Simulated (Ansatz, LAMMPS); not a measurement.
# Glassy 63GeO2-37Al2O3 (mol %) (112 atoms): a short ab initio trajectory

How do the atoms of glassy 63GeO2-37Al2O3 (mol %) (112 atoms) move, and what local order do they keep?

Program: Ansatz 0.2.0. Level of theory: Kohn-Sham DFT, PBE, PAW (set soft_2), plane waves. Results are calculated unless marked as measured.

### Step 1. Set-up

The cell holds 112 atoms: 19 Ge, 22 Al and 71 O. Its edges and angles: a = 11.360 Å, b = 11.360 Å, c = 11.360 Å, α = 90.0°, β = 90.0°, γ = 90.0°. 112 atoms (19 Ge, 22 Al, 71 O) placed at random at 3.4 g/cm³, melted at 4000 K for 10 ps at fixed volume with the Morse and Coulomb pair potential with partial charges (Pedone, Malavasi, Menziani, Cormack and Segre, J. Phys. Chem. B 110, 11780 (2006)). Quenched from 4000 K to 300 K at 20 K/ps and fixed volume, held 10 ps at zero pressure.

Limits known from the start: The quench rate of 20 K/ps is orders of magnitude faster than experiment, which tends to freeze in extra defects. The starting topology of bonds comes from the classical model. The Brillouin zone is sampled at Γ only, in a cell whose shortest periodic width is 11 Å.

### Step 2. Dynamics started at 300 K

A Nosé–Hoover thermostat steers the temperature while disturbing the dynamics little. The time step is 1.0 fs.

Contents of input.yaml:

```yaml
crystal:
  lattice:
    - [11.36008, 0.0, 0.0]
    - [0.0, 11.36008, 0.0]
    - [0.0, 0.0, 11.36008]
  atoms:
    - { symbol: Ge, position: [0.0668, 0.18658, 0.19061] }
    - { symbol: Ge, position: [0.09323, 0.7839, 0.04054] }
    - { symbol: Ge, position: [0.64836, 0.14327, 0.68842] }
    - { symbol: Ge, position: [0.50941, 0.54449, 0.09491] }
    [... 102 atom lines left out ...]
    - { symbol: O, position: [0.20316, 0.22229, 0.83057] }
    - { symbol: O, position: [0.61337, 0.66179, 0.37205] }
    - { symbol: O, position: [0.52879, 0.63111, 0.84581] }
    - { symbol: O, position: [0.82701, 0.041, 0.10062] }
    - { symbol: O, position: [0.10214, 0.94738, 0.72173] }
    - { symbol: O, position: [0.97036, 0.83323, 0.32789] }
kpoints:
  mp_grid: { grid: [1, 1, 1] }
hamiltonian:
  xc: pbe
scf:
  occupations: { method: fixed }
output:
  forces: true
md:
  timestep: 1.0
  n_steps: 124
  ensemble: nvt_nose_hoover
  temperature: 300
  initial_velocities: maxwell_boltzmann
  seed: 9639
```

On the command line:

```bash
ansatz run input.yaml --threads 4 --pin off --max-ram 8192MiB --backend cpu --events-out ev --progress --plain --runs-dir out
```

Run time: 42 min. Hardware: 4 threads of Arm Neoverse N1, shared host; peak memory 2.3 GiB; 2.7 h of CPU time.

The program notes that it switched symmetry off.

The trajectory, sampled:

```tsv
time (fs)	T (K)	potential (meV/atom)	conserved (meV/atom)
0.0	300	0.0	0.00
8.0	482	-23.4	-0.11
17.0	605	-40.0	-0.09
25.0	570	-37.2	-0.09
33.0	445	-23.1	-0.05
41.0	441	-24.7	-0.07
50.0	486	-32.6	-0.08
58.0	512	-38.0	-0.09
66.0	511	-39.8	-0.09
74.0	499	-40.3	-0.08
83.0	486	-40.7	-0.10
91.0	430	-35.2	-0.08
99.0	432	-37.1	-0.09
107.0	453	-41.5	-0.11
116.0	429	-40.4	-0.08
124.0	459	-46.2	-0.11
```

Mean square displacement from the first frame to the last: Ge 0.035 Å², Al 0.049 Å², O 0.12 Å².

Mean square displacement against time lag:

```tsv
time lag (fs)	Al (Å²)	Ge (Å²)	O (Å²)
1.0	4.3e-5	1.6e-5	7.6e-5
3.0	3.8e-4	1.4e-4	6.8e-4
6.0	0.00151	5.7e-4	0.00266
8.0	0.00264	0.00100	0.00464
11.0	0.00483	0.00186	0.00840
13.0	0.00655	0.00255	0.0113
16.0	0.00942	0.00374	0.0161
18.0	0.0114	0.00462	0.0194
21.0	0.0145	0.00604	0.0244
23.0	0.0166	0.00704	0.0277
26.0	0.0195	0.00858	0.0323
28.0	0.0213	0.00962	0.0352
31.0	0.0237	0.0112	0.0393
34.0	0.0259	0.0128	0.0430
36.0	0.0271	0.0138	0.0454
39.0	0.0287	0.0153	0.0488
41.0	0.0295	0.0163	0.0510
44.0	0.0306	0.0177	0.0542
46.0	0.0311	0.0185	0.0564
49.0	0.0318	0.0198	0.0595
51.0	0.0321	0.0206	0.0616
54.0	0.0325	0.0217	0.0647
56.0	0.0328	0.0224	0.0668
59.0	0.0331	0.0233	0.0698
62.0	0.0334	0.0242	0.0729
```

Over the second half of 124 fs the temperature averages 463 K, falling from about 506 to 441 K (means over the first and last quarter of that half). The conserved energy stays within 0.11 meV/atom. From first frame to last O has the largest mean square displacement, 0.12 Å² at the end; the farthest move is 0.72 Å. The mean temperature of 463 K lies well off the 300 K of the input, so the thermostat hasn't yet brought the run to equilibrium. The count of bonds goes from 167 in the first frame to 170 in the last, by one set of cutoffs: 0 pairs passed out of them and 3 came within. The run spans 0.12 ps, too short for its means to be equilibrium values.

### Step 3. Local order late in the run

The g(r) is a mean over the second half; what follows it is taken at the last frame.

Density 3.52 g/cm³, 13.09 Å³ an atom.

Mean of 14 frames. Pair distribution functions g(r), in bins of 0.2 Å:

```tsv
r (Å)	total	O-O	O-Al	O-Ge	Al-Al	Al-Ge	Ge-Ge
1.60	0.56	0.00	1.15	1.26	0.00	0.00	0.00
1.80	3.76	0.00	7.88	8.38	0.00	0.00	0.00
2.00	0.51	0.00	1.27	0.90	0.00	0.00	0.00
2.20	0.05	0.00	0.19	0.03	0.00	0.00	0.00
2.40	0.21	0.36	0.20	0.05	0.11	0.00	0.00
2.60	0.58	1.29	0.12	0.02	0.67	0.00	0.00
2.80	1.54	3.30	0.34	0.14	1.75	0.45	0.14
3.00	1.42	2.62	0.25	0.34	2.50	1.70	0.73
3.20	1.21	1.12	0.81	0.56	3.14	3.39	2.99
3.40	0.95	0.70	0.82	0.96	1.71	2.04	1.90
3.60	0.79	0.43	1.27	1.01	0.79	0.39	0.90
3.80	0.84	0.55	1.31	1.02	0.21	0.72	0.68
4.00	0.86	0.36	1.30	1.38	0.40	0.96	0.49
4.20	1.08	0.68	1.42	1.73	0.59	0.69	0.46
4.40	1.17	0.84	1.54	1.72	0.75	0.64	0.45
4.60	1.09	0.99	1.37	1.05	0.60	1.06	1.35
4.80	0.95	1.14	0.65	0.82	1.20	1.14	0.99
5.00	1.04	1.30	0.64	0.81	1.28	1.31	1.38
5.20	0.97	1.36	0.62	0.62	0.89	0.96	1.48
5.40	0.99	1.35	0.66	0.72	0.80	0.98	1.01
5.60	1.06	1.25	0.94	0.98	0.76	1.06	0.65
```

Bonds by pair of elements; cutoffs follow the first minimum of g(r), held within bounds set by covalent radii, and pairs that aren't listed don't count as bonded:

```tsv
pair A-B	cutoff (Å)	bonds	mean length (Å)	spread (Å)	shortest (Å)	B about A	A about B
O-Al	2.23	92	1.82	0.103	1.69	1.30	4.18
O-Ge	2.27	78	1.80	0.078	1.67	1.10	4.11
```

How many atoms have how many bonded neighbours:

```tsv
element	mean	2	3	4	5	6
Al	4.18	0	0	18	4	0
Ge	4.11	0	0	18	0	1
O	2.39	43	28	0	0	0
```

Bond angles, per cent of each kind in bins of 5°:

```tsv
angle (°)	O-Al-O	O-Ge-O	Al-O-Ge	Al-O-Al	Ge-O-Ge
70–75	1.4	0.0	0.0	0.0	0.0
75–80	2.7	2.4	0.0	0.0	0.0
80–85	5.4	0.8	0.0	0.0	0.0
85–90	8.1	1.6	0.0	2.1	0.0
90–95	4.0	6.5	1.7	8.3	0.0
95–100	12.2	8.9	5.2	10.4	0.0
100–105	13.5	12.2	1.7	10.4	0.0
105–110	12.8	23.6	6.9	10.4	4.8
110–115	11.5	19.5	13.8	12.5	9.5
115–120	7.4	12.2	10.3	2.1	0.0
120–125	4.7	8.9	19.0	14.6	19.0
125–130	4.0	0.0	6.9	6.2	14.3
130–135	3.4	0.0	10.3	4.2	19.0
135–140	2.0	0.8	3.5	2.1	14.3
140–145	0.0	0.0	6.9	6.2	4.8
145–150	2.7	0.0	6.9	2.1	0.0
150–155	1.4	0.0	3.5	2.1	4.8
155–160	1.4	1.6	3.5	4.2	9.5
160–165	0.0	0.0	0.0	0.0	0.0
165–170	0.0	0.8	0.0	0.0	0.0
170–175	0.0	0.0	0.0	2.1	0.0
175–180	1.4	0.0	0.0	0.0	0.0
```

Bond angles (no mean is given where the spread exceeds 20°):

```tsv
angle	count	mean (°)	spread (°)
O-Al-O	148	108	19.3
O-Ge-O	123	109	13.1
Al-O-Ge	58	125	15.7
Al-O-Al	48	118	19.6
Ge-O-Ge	21	132	13
```

Oxygen atoms by the number of network formers (Si, P, Ge, B, Al, As, Ga) bound to them:

```tsv
network formers bound to O	O atoms	per cent
0	0	0
1	0	0
2	43	60.6
3	28	39.4
```

Network units: each former by its oxygen neighbours and how many of them bridge to another former:

```tsv
former	O neighbours	bridging O	atoms
Ge	4	4	18
Ge	6	6	1
Al	4	4	18
Al	5	5	4
```

Bond length by coordination (bonds to H left out):

```tsv
element	coordination	atoms	mean bond length (Å)
Al	4	18	1.81
Al	5	4	1.89
Ge	4	18	1.78
Ge	6	1	1.95
O	2	43	1.76
O	3	28	1.87
```

Rings of the network by King's shortest-path rule, up to 12 atoms, one path for each pair of neighbours; H, halogens, alkali and alkaline-earth atoms are left out, and the last column divides by all other atoms, bonded or not:

```tsv
ring size (atoms)	rings	per network atom
4	8	0.071
6	15	0.134
8	43	0.384
10	31	0.277
12	33	0.295
```

First main peaks of g(r), for some of the pairs, lie near 2.9 Å (O-O), 1.8 Å (O-Al), 1.8 Å (O-Ge), 3.2 Å (Al-Al), 3.2 Å (Al-Ge) and 3.2 Å (Ge-Ge). Counting bonds as in the table, 82 % of Al atoms have 4, 95 % of Ge atoms have 4 and 61 % of O atoms have 2 bonded neighbours. 61 % of the oxygens bridge two formers (Ge and Al) and 0 % are non-bridging; 39 % join three. The commonest Al unit has 4 oxygens, 4 of them shared with other formers (18 of 22 atoms). Rings of 8 atoms are the most common (33 % of those counted); sizes run from 4 to 12, where the search stops.

### Step 4. Single point at the last frame

The last frame is solved once more, with the analyses that the dynamics left out.

Contents of input.yaml:

```yaml
crystal:
  lattice:
    - [11.36008, 0.0, 0.0]
    - [0.0, 11.36008, 0.0]
    - [0.0, 0.0, 11.36008]
  atoms:
    - { symbol: Ge, position: [0.06898, 0.17892, 0.19981] }
    - { symbol: Ge, position: [0.11138, 0.77986, 0.0456] }
    - { symbol: Ge, position: [0.6449, 0.13945, 0.67032] }
    - { symbol: Ge, position: [0.51733, 0.54107, 0.11168] }
    [... 102 atom lines left out ...]
    - { symbol: O, position: [0.17789, 0.19582, 0.84498] }
    - { symbol: O, position: [0.63923, 0.66443, 0.39148] }
    - { symbol: O, position: [0.5368, 0.62705, 0.855] }
    - { symbol: O, position: [0.83983, 0.02221, 0.09978] }
    - { symbol: O, position: [0.10635, 0.93113, 0.7281] }
    - { symbol: O, position: [0.95556, 0.83059, 0.31948] }
kpoints:
  mp_grid: { grid: [1, 1, 1] }
hamiltonian:
  xc: pbe
scf:
  occupations: { method: fixed }
output:
  forces: true
  stress: true
  populations: true
  dos:
    method: { smearing: { sigma: 0.1 } }
    de: 0.1
    projected: { site_lists: { Al: [Al], Ge: [Ge], O: [O] } }
  eigenvalues: true
  write_density: true
  write_potential: true
  volumetric_format: npy
  elf: true
```

Wall time 62 s (4 threads); peak memory 2.2 GiB; 3.9 min of CPU time.

Numbers from this run:

| Item | Value |
| --- | --- |
| free energy | -133773.9505 eV |
| free energy per atom | -1194.4103 eV/atom |
| SCF cycles | 10 |
| pressure | 0.4134 GPa |
| r.m.s. force component | 0.8564 eV/Å |
| longest force | 3.443 eV/Å |
| Fermi energy | 4.46 eV |
| gap (highest filled to lowest empty level) | 1.722 eV |
| spilling of the projection | 0.006231 |

Neighbours are counted within 2.23 Å (O-Al), 2.27 Å (O-Ge), the cutoffs taken from the dynamics.

Length of the force by element and coordination:

```tsv
element	coordination	atoms	mean length of the force (eV/Å)	spread	least	most
Al	all	22	1.31	0.503	0.273	2.41
Al	4	18	1.28	0.462	0.273	1.84
Al	5	4	1.41	0.647	0.788	2.41
Ge	all	19	1.92	0.895	0.367	3.44
Ge	4	18	1.84	0.865	0.367	3.44
Ge	6	1	3.20	0	3.20	3.20
O	all	71	1.16	0.565	0.312	2.87
O	2	43	1.26	0.598	0.312	2.87
O	3	28	1.01	0.471	0.344	2.22
```

Löwdin charges by element and coordination (they lack the spilled electrons, 0.042 e an atom on average):

```tsv
element	coordination	atoms	mean charge (e)	spread	least	most
Al	all	22	1.35	0.0201	1.31	1.39
Al	4	18	1.35	0.0194	1.31	1.39
Al	5	4	1.33	0.0145	1.31	1.35
Ge	all	19	1.56	0.0297	1.49	1.61
Ge	4	18	1.57	0.0252	1.49	1.61
Ge	6	1	1.49	0	1.49	1.49
O	all	71	-0.769	0.0521	-0.876	-0.673
O	2	43	-0.758	0.0461	-0.876	-0.673
O	3	28	-0.785	0.0565	-0.874	-0.691
```

Density of states as counts of states in windows of 1 eV (from the Fermi level), total and the larger projections:

```tsv
from (eV)	to (eV)	total	O p	Ge p	Ge s
-10	-9	7.3	4.1	0.2	2.4
-9	-8	12.6	7.3	0.5	3.5
-8	-7	16.0	9.9	0.7	3.2
-7	-6	23.4	17.0	2.0	0.8
-6	-5	44.1	33.2	5.0	0.5
-5	-4	55.2	43.6	4.8	0.3
-4	-3	58.5	49.4	2.9	0.2
-3	-2	78.9	72.1	1.6	0.2
-2	-1	84.7	80.2	0.9	0.1
-1	0	44.7	42.7	0.3	0.0
0	1	0.6	0.6	0.0	0.0
1	2	2.0	0.5	0.1	0.7
2	3	3.8	1.2	0.3	1.4
3	4	7.6	2.2	0.7	2.6
4	5	14.6	4.0	1.7	4.3
```

With fixed occupations the program's Fermi level is the highest filled level; weight inside the gap is the broadening of levels at its edges.

Between -26 and -10 eV lie 332 more states.

The levels nearest the highest filled one (over half full), pooled over k-points and spins:

```tsv
level less the highest filled one (eV)	occupation
-0.352	2
-0.337	2
-0.259	2
-0.191	2
-0.188	2
0	2
1.72	0
2.71	0
2.96	0
3.42	0
3.79	0
3.85	0
```

Mean Löwdin charges: Al +1.35, Ge +1.56, O -0.77 e (they miss 0.62 % of the electrons, so they add up to more than the cell's charge). The largest share in the top eV of filled states is O p (97 % of the projected weight), and in the lowest eV of empty states Ge s (36 % of the projected weight).

### Step 5. Outcome

```
mean temperature, second half                                : 463 K
temperature swing, second half                               : 31.06 K
slope of the conserved energy against time, by least squares : -0.2614 meV/atom/ps
free energy per atom                                         : -1194.4103 eV/atom
pressure                                                     : 0.4134 GPa
r.m.s. force component                                       : 0.8564 eV/Å
gap (highest filled to lowest empty level)             : 1.722 eV
wall time of the 2 DFT runs                                  : 43 min
```

What this shows: Over the second half of 124 fs the temperature averages 463 K, falling from about 506 to 441 K (means over the first and last quarter of that half). The conserved energy stays within 0.11 meV/atom. The mean temperature of 463 K lies well off the 300 K of the input, so the thermostat hasn't yet brought the run to equilibrium. The count of bonds goes from 167 in the first frame to 170 in the last, by one set of cutoffs: 0 pairs passed out of them and 3 came within. The run spans 0.12 ps, too short for its means to be equilibrium values. Counting bonds as in the table, 82 % of Al atoms have 4, 95 % of Ge atoms have 4 and 61 % of O atoms have 2 bonded neighbours. 61 % of the oxygens bridge two formers (Ge and Al) and 0 % are non-bridging; 39 % join three.

The highest filled and lowest empty levels differ by 1.72 eV (at Γ alone); a semilocal functional tends to put such gaps too low. In a disordered cell it changes from sample to sample, and tail or defect levels can set it.

What to keep in mind: The network of bonds at the start is that of the classical potential that made the cell; in DFT 0 of its 167 bonded pairs passed out of the cutoffs and 3 came within them. The stress is far from hydrostatic: its diagonal is 1.9, -1.2, 0.5 GPa, compression counted positive. The pressure of a single frame lacks the kinetic term, about 0.49 GPa here.

[Logs are printed without paths, hosts, clocks, repeated set-up lines and the standing remarks that a program may print on its own settings, such as how far it seeks lower states.]

[Hosts, paths, dates, database ids (printed as entryN), source tags and the programs' standing remarks are cut or masked in the printed files.]
